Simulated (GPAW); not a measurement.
# The basis that the transmission of a Au chain with an Ag atom bridging one bond needs, part 2 of 2

How well does a Au chain with an Ag atom bridging one bond conduct at low bias, and how far do basis and functional move the answer?

GPAW 26.7.0; GPAW LCAO, PAW setups; Landauer transmission from Green's functions with principal layers (ASE), zero bias.

So far, transmission at the Fermi level (one spin): step 2 (GPAW, dzp, PBE, GPAW) 0.997; step 3 (basis szp(dzp), PBE, GPAW) 0.999; step 4 (basis sz(dzp), PBE, GPAW) 0.999; step 5 (RPBE) 0.997.

### Step 8. K-points along the lead 2, potential alignment off

The lead's own mesh along the current sets its density and potential; where the lead is aligned to the junction's end layer, a rigid shift drops out. Without the shift, lead and junction are matched by their Fermi levels alone.

This step: GPAW LCAO, PAW setups; Landauer transmission from Green's functions with principal layers (ASE), zero bias (GPAW 26.7.0).

Input file run.py:

```python
import json
import numpy as np
from ase import Atoms
from ase.transport.calculators import TransportCalculator
from gpaw import GPAW, FermiDirac
from gpaw.lcao.tools import get_lcao_hamiltonian
from scipy.linalg import eigh

# The junction with lead layers at both ends, along the third cell vector
device = Atoms(
    ['Au', 'Au', 'Au', 'Au', 'Au', 'Ag', 'Au', 'Au', 'Au', 'Au', 'Au'],
    positions=[
        [4.50000, 4.50000, 1.30000],
        [4.50000, 4.50000, 3.90000],
        [4.50000, 4.50000, 6.50000],
        [4.50000, 4.50000, 9.10000],
        [4.50000, 4.50000, 11.70000],
        [6.66128, 4.50000, 13.10000],
        [4.50000, 4.50000, 14.50000],
        [4.50000, 4.50000, 17.10000],
        [4.50000, 4.50000, 19.70000],
        [4.50000, 4.50000, 22.30000],
        [4.50000, 4.50000, 24.90000]],
    cell=[[9.0, 0.0, 0.0], [0.0, 9.0, 0.0], [0.0, 0.0, 26.2]],
    pbc=True)

# One principal layer of the lead: the first 3 atoms of the device
lead = Atoms(
    ['Au', 'Au', 'Au'],
    positions=[
        [4.50000, 4.50000, 1.30000],
        [4.50000, 4.50000, 3.90000],
        [4.50000, 4.50000, 6.50000]],
    cell=[[9.0, 0.0, 0.0], [0.0, 9.0, 0.0], [0.0, 0.0, 7.8]],
    pbc=True)

settings = dict(mode='lcao', basis='dzp', xc='PBE', h=0.2,
                occupations=FermiDirac(0.1), maxiter=250,
                mixer=dict(beta=0.1, nmaxold=8, weight=100.0),
                convergence=dict(density=0.0001))
energies = np.arange(-2, 2 + 1e-9, 0.05)
eta = 0.0001
n1, n2 = 1, 1
# k and -k transmit alike, so half of the mesh across the current serves
mesh = [(i, j) for i in range(n1) for j in range(n2) if (i, j) <= (-i % n1, -j % n2)]
weights = np.array([1 if (i, j) == (-i % n1, -j % n2) else 2 for i, j in mesh]) / (n1 * n2)

# [... helper functions left out ...]
fermi_lead = ground_state(lead, (1, 1, 2), 'lead.txt')
fermi_device = ground_state(device, (1, 1, 3), 'device.txt')
# [... loop over the mesh left out, but for ...]
        # Lead and device are aligned by their Fermi levels alone
        shift = 0.0
# [...]
kT = 8.617333e-5 * 200
bias = [0.1, 0.2, 0.5, 1.0, 1.5, 2.0]
# [... integrals and printing left out ...]
```

Command:

```sh
$ OMP_NUM_THREADS=1 OPENBLAS_NUM_THREADS=1 python run.py
```

Log:

```text
basis functions: device 177, principal layer 45
Fermi level: lead -4.0360 eV, device -4.2506 eV; lead shifted by 0.0000 eV
largest coupling past the next layer 2.45e-07 eV, largest misfit of the first layer 0.467 eV
  E-E_F (eV)   T (one spin)  [channel counts left out]
    -2.000    1.5314e+00
    -1.950    1.5121e+00
    -1.900    1.5258e+00
    -1.850    1.5704e+00
    -1.800    1.6590e+00
    -1.750    2.0871e+00
    -1.700    1.7814e+00
    -1.650    1.5057e+00
    -1.600    1.6753e+00
    -1.550    1.4474e+00
    -1.500    2.0346e+00
    -1.450    2.0661e+00
    -1.400    1.9200e+00
    -1.350    1.7438e+00
    -1.300    1.5530e+00
    -1.250    1.3626e+00
[...]
1.650    6.0409e-01
     1.700    7.2247e-01
     1.750    8.0663e-01
     1.800    8.6582e-01
     1.850    9.0736e-01
     1.900    9.3651e-01
     1.950    9.5691e-01
     2.000    9.7112e-01
conductance at 200 K: 0.95798 G0 a cell; thermopower -1.681 uV/K
current from the zero-bias T(E) at 0.1 V: 7.42 uA
current from the zero-bias T(E) at 0.2 V: 14.827 uA
current from the zero-bias T(E) at 0.5 V: 37.129 uA
current from the zero-bias T(E) at 1.0 V: 75.549 uA
current from the zero-bias T(E) at 1.5 V: 134.07 uA
current from the zero-bias T(E) at 2.0 V: 191.99 uA
```

It took 60 s on 1 thread of AMD EPYC 7R43, shared host; peak memory 0.92 GiB.

The run finished with changed settings (lead_nz = 2 and align = false); it serves as a test.

Side by side:

| quantity | this run | sound run | difference |
| --- | --- | --- | --- |
| conductance (G₀) | 0.95798 | 0.99717 | -0.0392 |
| largest coupling past the next principal layer (eV) | 2.453e-7 | 2.459e-7 | -6.0e-10 |
| largest misfit of the first principal layer (eV) | 0.46697 | 0.054056 | 0.413 |
| shift that aligns the lead (eV) | 0 | -0.010196 | 0.0102 |
| transmission at the Fermi level (one spin) | 0.95860 | 0.99700 | -0.0384 |

One result that differs is the largest misfit of the first principal layer, 0.467 eV against 0.0541 eV.

### Step 9. K-points along the lead 4

The lead's own mesh along the current sets its density and potential; where the lead is aligned to the junction's end layer, a rigid shift drops out.

run.py: that of step 8 with these lines changed.

```diff
@@ -48,7 +48,7 @@
 # [... helper functions left out ...]
-fermi_lead = ground_state(lead, (1, 1, 2), 'lead.txt')
+fermi_lead = ground_state(lead, (1, 1, 4), 'lead.txt')
 fermi_device = ground_state(device, (1, 1, 3), 'device.txt')
 # [... loop over the mesh left out, but for ...]
-        # Lead and device are aligned by their Fermi levels alone
-        shift = 0.0
+        # Shift the lead onto the potential of the device's first layer
+        shift = ((H[:, 0, 0] - H0[:, 0, 0]) / S0[0, 0]).real.mean()
 # [...]
```

Log:

```text
basis functions: device 177, principal layer 45
Fermi level: lead -4.7066 eV, device -4.2506 eV; lead shifted by -0.0493 eV
largest coupling past the next layer 2.46e-07 eV, largest misfit of the first layer 0.079 eV
  E-E_F (eV)   T (one spin)  [channel counts left out]
    -2.000    1.6204e+00
    -1.950    1.6483e+00
    -1.900    1.6863e+00
    -1.850    1.7248e+00
    -1.800    1.7725e+00
    -1.750    2.0650e+00
    -1.700    1.7314e+00
    -1.650    1.4227e+00
    -1.600    1.5299e+00
    -1.550    1.2900e+00
    -1.500    1.9268e+00
    -1.450    1.8994e+00
    -1.400    1.7730e+00
    -1.350    1.6638e+00
    -1.300    1.5569e+00
    -1.250    1.4515e+00
[...]
1.650    6.2811e-01
     1.700    7.1914e-01
     1.750    7.8106e-01
     1.800    8.2439e-01
     1.850    8.5564e-01
     1.900    8.7886e-01
     1.950    8.9656e-01
     2.000    9.1037e-01
conductance at 200 K: 0.99743 G0 a cell; thermopower 0.2829 uV/K
current from the zero-bias T(E) at 0.1 V: 7.7354 uA
current from the zero-bias T(E) at 0.2 V: 15.616 uA
current from the zero-bias T(E) at 0.5 V: 42.664 uA
current from the zero-bias T(E) at 1.0 V: 90.745 uA
current from the zero-bias T(E) at 1.5 V: 145.62 uA
current from the zero-bias T(E) at 2.0 V: 205.7 uA
```

It took 59 s on 1 thread; peak memory 0.92 GiB.

The run finished with changed settings (lead_nz = 4); it serves as a test.

The two runs compared:

| quantity | this run | sound run | difference |
| --- | --- | --- | --- |
| conductance (G₀) | 0.99743 | 0.99717 | 2.5e-4 |
| largest coupling past the next principal layer (eV) | 2.460e-7 | 2.459e-7 | 2.4e-11 |
| largest misfit of the first principal layer (eV) | 0.079483 | 0.054056 | 0.0254 |
| shift that aligns the lead (eV) | -0.049261 | -0.010196 | -0.0391 |
| transmission at the Fermi level (one spin) | 0.99700 | 0.99700 | 2.4e-6 |

The two runs differ clearly in the shift that aligns the lead: -0.0493 eV against -0.0102 eV.

### Step 10. What came out

```json
{
  "conductance": "0.997 G₀",
  "transmission at the Fermi level, mean of the spins": "0.997"
}
```

In words: In the dzp basis the junction conducts 0.997 G₀ at 200 K, with T = 0.997 a spin at the Fermi level; the sz basis reaches that conductance within 10 %. At the Fermi level one eigenchannel carries the current (1.00). Measured against the first run (dzp), the nearest curve is that of dzp-RPBE (r.m.s. 0.11) and the farthest that of sz (0.21). Over the compared runs wall time goes from 45 s (sz) to 65 s (dzp), on a shared host. The geometry was built from estimated bond lengths and not relaxed, so the numbers describe this model structure. The run had no spin polarisation, so a magnetic state, which chains and small molecules with open shells often have, wasn't tested. Spin-orbit coupling is left out, which matters for the heavy atoms here. An evenly spaced straight chain is an idealisation: free chains tend to dimerise, zigzag or, where a band edge lies near the Fermi level, turn magnetic. The currents use the zero-bias T(E) throughout, which holds only while the bias is small against the distance to the nearest feature. The thermopower isn't quoted: it samples T(E) farther from the Fermi level than the conductance does, and the energy grid wasn't tested for it.

[Logs are printed without paths, hosts, clocks, repeated set-up lines and the standing remarks that a program may print on its own settings, such as how far it seeks lower states.]

[Hosts, paths, dates, database ids (printed as entryN), source tags and the programs' standing remarks are cut or masked in the printed files.]
